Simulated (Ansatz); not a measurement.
Reflectivity of AlRu (Pm-3m) at normal incidence (Ansatz, LDA, independent particles, without spin-orbit coupling, line width 0.1 eV (Gaussian), carrier damping 0.05 eV):

```csv
E (eV),R (%)
1.00,97.5
1.25,96.7
1.50,94.2
1.75,78.2
2.00,31.7
2.25,27.5
2.50,35.5
2.75,40.9
3.00,41.5
3.25,40.8
3.50,40.4
3.75,44.6
4.00,47.3
4.25,47.3
4.50,44.8
4.75,38.9
5.00,29.9
```

What colour would a polished face show in daylight?

Violet: CIE x = 0.294, y = 0.288, luminous reflectivity 30 % under D65, from the mean over the axes.

[Logs are printed without paths, hosts, clocks, repeated set-up lines and the standing remarks that a program may print on its own settings, such as how far it seeks lower states.]
